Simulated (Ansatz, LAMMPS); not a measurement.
# Elastic response of amorphous SiO1.7 (154 atoms): runs compared

How stiff is amorphous SiO1.7 (154 atoms)?

Computed with Ansatz 0.2.0: Kohn-Sham DFT, PBE, PAW (set soft_1), plane waves.

### 1. The cell as built

The cell holds 154 atoms: 57 Si and 97 O. Cell: a = 13.312 Å, b = 13.312 Å, c = 13.312 Å, α = 90.0°, β = 90.0°, γ = 90.0°. 154 atoms (57 Si, 97 O) placed at random at 2.22 g/cm³, melted at 5000 K for 10 ps at fixed volume with the Tersoff Si-O potential (Munetoh et al., Comput. Mater. Sci. 39, 334 (2007)). Quenched from 5000 K to 100 K at 30 K/ps and fixed volume, held 5 ps.

Limits known from the start: The quench rate of 30 K/ps far exceeds what a furnace or splat quench reaches, so expect more defects and frozen-in strain than in a real sample. The starting topology of bonds comes from the classical model, and needn't be the one that DFT or experiment would give. The Brillouin zone is sampled at Γ only.

### 2. The reference run

The reference is a single point at the end of the relaxation.

Every strained cell starts from the geometry of this run, and its atoms are relaxed with the cell held.

Its input, with most atom lines left out:

```yaml
crystal:
  lattice:
    - [13.1329, 0.08666, -0.03561]
    - [0.08666, 13.25498, 0.10092]
    - [-0.03561, 0.10092, 12.96616]
  atoms:
    - { symbol: Si, position: [0.1822, 0.22914, 0.9151] }
    - { symbol: Si, position: [0.88878, 0.22939, 0.75231] }
    - { symbol: Si, position: [0.75203, 0.01368, 0.1485] }
    - { symbol: Si, position: [0.93575, 0.59332, 0.52899] }
    - { symbol: Si, position: [0.54348, 0.16863, 0.62175] }
    - { symbol: Si, position: [0.02973, 0.16712, 0.09259] }
    - { symbol: Si, position: [0.21237, 0.53366, 0.16993] }
    [... atom lines 8 to 154 left out ...]
kpoints:
  mp_grid: { grid: [1, 1, 1] }
hamiltonian:
  xc: pbe
  pseudopotentials: { kind: paw, azcp: { folder: soft_1 } }
scf:
  occupations: { method: gaussian, width: 0.025 }
output:
  forces: true
  stress: true
  populations: true
  dos:
    method: { smearing: { sigma: 0.15 } }
    de: 0.1
    projected: { site_lists: { O: [O], Si: [Si] } }
  eigenvalues: true
  write_density: true
  write_potential: true
  volumetric_format: npy
```

```
free energy per atom   : -593.5590 eV/atom
r.m.s. force component : 0.02674 eV/Å
pressure               : -0.1253 GPa
```

Filled and empty levels are parted by 0.165 eV (at Γ alone); a semilocal functional tends to put such gaps too low. In a disordered cell it changes from sample to sample, and tail or defect levels can set it.

### 3. The runs

Each row is one run, on 4 threads of Arm Neoverse V2, shared host. The free energy is the program's total, comparable only between runs with the same functional, potentials and atoms.

| run | atoms | outcome | ionic steps, all passes | free energy (eV) | time | host memory (GiB) |
| --- | --- | --- | --- | --- | --- | --- |
| Single point at the start | 154 | converged | - | -91355.783 | 68 s | 3.2 |
| Cell and atoms relaxed | 154 | cut at the time limit | 96 | -91408.235 | 54 min | 3.4 |
| Single point at the relaxed geometry | 154 | converged | - | -91408.092 | 74 s | 3.2 |
| Volume -3 % | 154 | converged | 9 | -91407.852 | 5.7 min | 3.1 |
| Volume +3 % | 154 | converged | 7 | -91407.741 | 5 min | 3.3 |
| Volume -6 % | 154 | converged | 12 | -91406.928 | 9.2 min | 3.1 |
| Volume +6 % | 154 | converged | 9 | -91406.777 | 6.4 min | 3.4 |
| Volume -10 % | 154 | converged | 17 | -91404.695 | 15 min | 3.1 |
| Stretched by 1 % along x | 154 | converged | 6 | -91408.010 | 3.8 min | 3.2 |
| Compressed by 1 % along x | 154 | converged | 8 | -91408.057 | 5 min | 3.2 |

In some runs the program notes that the exchange-correlation potential is rough where the density is thin and the SCF threshold is loose for the stress.

### 4. Pressure against volume

Atoms are relaxed at each volume, in the scaled cell.

| volume change (%) | volume (Å³/atom) | energy change (meV/atom) | pressure (GPa) | largest move on relaxing (Å) | bonds |
| --- | --- | --- | --- | --- | --- |
| -10 | 13.189 | 22.06 | 5.09 | 0.58 | 206 |
| -6 | 13.776 | 7.55 | 3.01 | 0.39 | 205 |
| -3 | 14.215 | 1.56 | 1.41 | 0.19 | 205 |
| +0 | 14.655 | 0.00 | -0.13 | - | 205 |
| +3 | 15.095 | 2.28 | -1.61 | 0.12 | 205 |
| +6 | 15.534 | 8.54 | -2.97 | 0.23 | 205 |

### 5. Uniaxial strain and shear

Stress (GPa, compression positive) less that of the relaxed cell, atoms relaxed:

| strain | xx | yy | zz | xy | energy change (meV/atom) |
| --- | --- | --- | --- | --- | --- |
| stretched by 1 % along x | -1.195 | -0.280 | -0.291 | 0.032 | 0.53 |
| compressed by 1 % along x | 1.082 | 0.216 | 0.307 | 0.022 | 0.23 |

### 6. What came out

The bulk modulus, from the slope of pressure against ln V over the three points nearest the relaxed volume, is 50.3 GPa; between neighbouring points the slope runs 48, 51, 50, 50 and 47 GPa from the smallest volume up, without a steady fall, so no pressure derivative is given. The count of bonds runs from 205 to 206 over the series, so at some points contacts cross the cutoffs. At -10 % some atom moved by over 0.5 Å on relaxing, so that point may sit in another local minimum. In the Cartesian axes of the cell, finite differences give C11 = 114, C12 = 24.8 and C13 = 29.9 GPa. The mean of C11, C12 and C13, which equals the bulk modulus in a cubic or isotropic solid, is 56.2 GPa: it lies 12 % over the bulk modulus from the volumes.

**Limits.** Strains are finite and relaxations stop at the force tolerance of the input, which can leave moduli too stiff; they are those of a static cell at zero temperature. Volumes are changed with the cell's shape held, so in an anisotropic solid the modulus lies over the one under free hydrostatic load. The first relaxation stopped at its limit, so the strained cells go on relaxing towards a minimum that it hadn't reached. The program notes that the SCF threshold of the relaxations is loose for the stress.

The DFT runs together took 1.8 h of wall time.

[Logs are printed without paths, hosts, clocks, repeated set-up lines and the standing remarks that a program may print on its own settings, such as how far it seeks lower states.]

[Hosts, paths, dates, database ids (printed as entryN), source tags and the programs' standing remarks are cut or masked in the printed files.]
